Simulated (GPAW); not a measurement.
# Core-hole calculation of the O K edge in PbO (Litharge, P4/nmm), part 3 of 3

What does one-electron theory with a core hole give for the O K edge of PbO (Litharge, P4/nmm)?

GPAW 26.7.0; X-ray absorption from dipole matrix elements to empty bands, plane-wave PAW RPBE.

So far. Step 5 (Spectrum with FCH, O atom 3): Main maxima below 24 eV (height): 1.6 eV (2.24), 5.4 eV (2.05) and 15.4 eV (1.37).  Step 5 (Spectrum with FCH, O atom 3): The hole costs E(hole) − E(ground) = 531.19 eV, and the lowest empty level of the hole cell on the spectrum's mesh lies at 6.91 eV, which puts the zero at 538.10 eV. One term is added: -8.91 eV, since the hole is spin-paired here and a spin-polarised one costs that much less in the free atom (computed apart). The photon energy is then 529.19 eV.

The database entry behind the starting cell differs from later determinations by our own check (an axis about 0.4 % long against later determinations), so it need not match the best structure at ambient conditions.

## 7. Spectrum with FCH, O atom 3

A smaller cell brings the holes closer; here they are 4.0 Å apart.

Changed against the first core-hole run: supercell atoms from 16 to 4; the field's mesh follows (3×3×3 to 5×5×4).

Input file xas.py:

```python
import numpy as np
from ase import Atoms
from ase.parallel import parprint, paropen
from gpaw import GPAW, PW, FermiDirac, Mixer, MixerDif, setup_paths
from gpaw.test import gen
setup_paths.insert(0, '.')
gen('O', name='fch1s', xcname='RPBE', corehole=(1, 0, 1), write_xml=True)
from gpaw.mpi import world
world.barrier()

atoms = Atoms('Pb2O2',
    cell=[[3.99, 0, 0],
     [0, 3.99, 0],
     [0, 0, 5.01]],
    scaled_positions=[[0.5, 0, 0.76],
     [0, 0.5, 0.24],
     [0.5, 0.5, 0],
     [0, 0, 0]],
    pbc=True)
atoms.calc = calc = GPAW(legacy_gpaw=True, mode=PW(500), xc='RPBE', setups={2: 'fch1s'},
    kpts={'size': (5, 5, 4), 'gamma': True}, occupations=FermiDirac(0.02),
    charge=0, mixer=Mixer(0.1, 5, 50), maxiter=150,
    convergence={'density': 0.0001}, txt='scf.txt')
energy = atoms.get_potential_energy() + calc.get_reference_energy()
ef = calc.get_fermi_level()
out = dict(energy=energy, fermi=ef, forces=atoms.get_forces().tolist())
parprint(f'all-electron energy {energy:.4f} eV, Fermi level {ef:.4f} eV')
ev = np.array([[calc.get_eigenvalues(k, s) for k in range(len(calc.get_ibz_k_points()))] for s in range(calc.get_number_of_spins())])
out['homo'], out['lumo'], out['counts'] = ev[ev < ef].max(), ev[ev > ef].min(), sorted(set((ev < ef).sum((0, 2)).tolist()))
out['filled'] = (ev[:, 0] < ef).sum(1).tolist()

from ase.units import Ha
from gpaw.xas import dipole_matrix_elements
nb = int(calc.get_number_of_electrons() / 2) + 51
top, nb = nb, nb + 8 + nb // 12
nscf = calc.fixed_density(kpts={'size': (6, 6, 5), 'gamma': True}, nbands=nb,
    convergence={'bands': top, 'eigenstates': 1e-5}, maxiter=60, txt='nscf.txt')
cell = atoms.cell.array
ops = [cell.T @ U.T @ np.linalg.inv(cell.T) for U in nscf.wfs.kd.symmetry.op_scc]
filled = [20]  # bands filled in the ground state, by spin
E = np.arange(-6, 34, 0.1)
fwhm = np.interp(E, [4, 25], [0.9, 3.5])
Y, X, zero, highest = 0, 0, 1e9, 1e9
for spin in range(nscf.get_number_of_spins()):
    wfs = nscf.wfs
    A = dipole_matrix_elements(wfs.setups[2])
    eps = np.zeros((wfs.kd.nibzkpts, nb))
    d = np.zeros((3, A.shape[1], wfs.kd.nibzkpts, nb), complex)
    for kpt in wfs.kpt_u:
        if kpt.s == spin and 2 in kpt.P_ani:
            eps[kpt.k] = kpt.eps_n * Ha
            d[:, :, kpt.k] = (kpt.weight * wfs.nspins / 2) ** 0.5 * np.inner(A, kpt.P_ani[2])
    world.sum(eps)
    world.sum(d)
    T = np.einsum('amkn,bmkn->abkn', d, d.conj()).real
    T = sum(np.einsum('ai,ijkn,bj->abkn', R, T, R) for R in ops) / len(ops)
    empty = np.ones_like(eps, bool) & (np.arange(nb) >= filled[spin])
    zero, highest = min(zero, eps[empty].min()), min(highest, eps[:, top - 1].min())
    lines = [(eps, T, empty)] if spin == 0 else lines + [(eps, T, empty)]
for eps, T, empty in lines:
    f = np.einsum('aakn->akn', T).reshape(3, -1)
    x = eps.ravel() - zero
    w = np.interp(x, E, fwhm) / 2.35482
    g = np.exp(-0.5 * ((E[:, None] - x) / w) ** 2) / (w * (2 * np.pi) ** 0.5)
    Y = Y + (f * empty.ravel()) @ g.T
    X = X + (f * ~empty.ravel()) @ g.T
out.update(E=E.round(2).tolist(), xas=Y.tolist(), xes=X.tolist(), zero=zero, valid=highest - zero, nk=len(eps), nb=nb)
for i in range(0, len(E), 10):
    parprint(f'{E[i]:7.2f}', *(f'{v:10.3e}' for v in Y[:, i]))
import json
with paropen('out.json', 'w') as f:
    json.dump(out, f)
```

On the command line:

```console
> OMP_NUM_THREADS=1 mpirun -n 4 gpaw python xas.py
```

Numbers of over 12 decimals in the logs are rounded to 6 here.

Log:

```text
Input parameters:
  convergence: {density: 0.0001}
  kpts: {gamma: True,
         size: (5, 5, 4)}
  maxiter: 150
  mixer: {backend: pulay,
          beta: 0.1,
          method: separate,
          nmaxold: 5,
          weight: 50}
  mode: {ecut: 500.0,
         name: pw}
  occupations: {fixmagmom: False,
                name: fermi-dirac,
                width: 0.02}
  setups: {2: fch1s}
  xc: RPBE

Initialize ...

[...]
*p    :    -0.060635
*d    :     0.000000
--------------------------------

Diagonalizing with gridspacing h=0.050

state   all-electron     PAW
-------------------------------
2s:      -1.612178    -1.613629
2p:      -1.060635    -1.066899
*d:                   -0.062946
*f:                   -0.013567
-------------------------------
all-electron energy -1138155.0571 eV, Fermi level 6.4096 eV
[...]
32.00  5.511e-05  5.511e-05  3.982e-05
  33.00  4.970e-05  4.970e-05  3.906e-05
[key lines of the parts left out:]
Converged after 18 iterations.
Dipole moment: (0.000000, 0.000000, -0.000000) |e|*Ang
Free energy:    -44.315640
Fermi level: 6.40955
```

Elapsed: 26 s, on 4 MPI ranks of Arm Neoverse V2, shared host; peak memory 0.24 GiB; 1.7 min of CPU time.

These settings depart from the first run's and aren't meant as converged.

Against the first run the r.m.s. difference is 12 %. Another feature, at 5.4 eV (2.40), becomes the highest below 16 eV; the one at 1.6 eV (2.24) is now at 1.8 eV (2.33).

```tsv
E (eV)	first run	this run
-2.0	0.00	0.00
-0.5	0.00	0.00
1.0	1.38	0.85
2.5	1.29	1.22
4.0	1.52	1.54
5.5	2.03	2.38
7.0	0.53	0.64
8.5	0.44	0.42
10.0	0.39	0.39
11.5	0.87	0.78
13.0	0.97	0.94
14.5	1.23	1.24
16.0	1.30	1.31
17.5	0.79	0.87
19.0	0.53	0.54
20.5	0.67	0.63
22.0	0.79	0.76
23.5	0.90	0.85
25.0	1.00	0.98
26.5	1.13	1.17
28.0	1.21	1.26
29.5	1.14	1.17
31.0	0.98	1.00
```

## 8. What the core hole does

Both curves are counted from their own zero, so only the shift of weight within the empty states shows.

```tsv
E (eV)	no hole	FCH
-2.0	0.00	0.00
-1.0	0.00	0.00
0.0	0.02	0.04
1.0	0.56	1.38
2.0	2.57	2.00
3.0	1.28	0.88
4.0	1.32	1.52
5.0	1.37	1.90
6.0	2.57	1.62
7.0	1.34	0.53
8.0	0.60	0.48
9.0	0.39	0.38
10.0	0.30	0.39
11.0	0.54	0.69
12.0	0.78	0.98
13.0	0.76	0.97
14.0	0.86	1.09
15.0	1.12	1.34
16.0	1.21	1.30
17.0	0.99	0.97
18.0	0.65	0.64
19.0	0.49	0.53
20.0	0.50	0.61
21.0	0.56	0.71
22.0	0.60	0.79
23.0	0.63	0.86
24.0	0.66	0.93
25.0	0.71	1.00
26.0	0.77	1.08
27.0	0.87	1.17
28.0	0.96	1.21
29.0	0.99	1.18
30.0	0.95	1.08
31.0	0.88	0.98
32.0	0.80	0.89
```

With each curve scaled to its own mean, the area from −2 to 6 eV with the hole is 8.7 against 8.3, and the centre of weight from −1 to 20 eV moves by +0.3 eV (first and strongest maxima below 20 eV: 2.1 eV (2.61), 4.3 eV (1.42) and 6.1 eV (2.59) without the hole, 1.6 eV (2.24), 5.4 eV (2.05) and 15.4 eV (1.37) with it); the shape changes all the same, by 35 % r.m.s.

## 9. Summary of results

| Item | Value |
| --- | --- |
| absorber and edge | O K, atom 3 of the ground-state input (counted from 1) |
| surroundings | 4 Pb at 2.33 Å (tetrahedral, site symmetry -4m2) |
| highest intensity below 16 eV | 1.6 eV above the zero, height 2.24 |
| photon energy of the zero, with the added terms | 529.2 eV (raw 538.1 eV; uncertain by a few eV) |

In words: The O K edge of atom 3, with 4 Pb at 2.33 Å (tetrahedral, site symmetry -4m2), has its highest intensity of the first 16 eV at 1.6 eV above the zero, near 531 eV in photon energy (uncertain by a few eV), 2.2 times the mean level of the first 20 eV (Gaussian full width 0.9 eV up to 4 eV, rising linearly to 3.5 eV at 25 eV). With each curve scaled to its own mean, the area from −2 to 6 eV with the hole is 8.7 against 8.3, and the centre of weight from −1 to 20 eV moves by +0.3 eV (first and strongest maxima below 20 eV: 2.1 eV (2.61), 4.3 eV (1.42) and 6.1 eV (2.59) without the hole, 1.6 eV (2.24), 5.4 eV (2.05) and 15.4 eV (1.37) with it); the shape changes all the same, by 35 % r.m.s. A cell with holes 4.0 Å apart changes the curve by 12 % r.m.s. (10 % after the best shift). At the O K edge of atom 3 polarisation matters most near 1.1 eV, where the curves differ by 1.0 on this scale. The mesh is coarse (0.28 Å⁻¹ between points), so small maxima may be mesh ripples. Lifetime broadening is put in by hand, and intensities beyond about 20 eV depend on it and on the partial waves. The structure is a published determination, not relaxed.

[Banner, clock and machine lines of the logs are left out without a mark of their own.]

[Logs are printed without paths, hosts, clocks, repeated set-up lines and the standing remarks that a program may print on its own settings, such as how far it seeks lower states.]

[Hosts, paths, dates, database ids (printed as entryN), source tags and the programs' standing remarks are cut or masked in the printed files.]

[Lists of maxima count a maximum above −3 eV only where it reaches 4 % of the highest in the window and stands out from its surroundings by 2 % of it (1.5 % where it reaches 55 %); shoulders and weaker maxima are passed over, and of the rest the first, up to two pre-edge ones and the few strongest are named.]
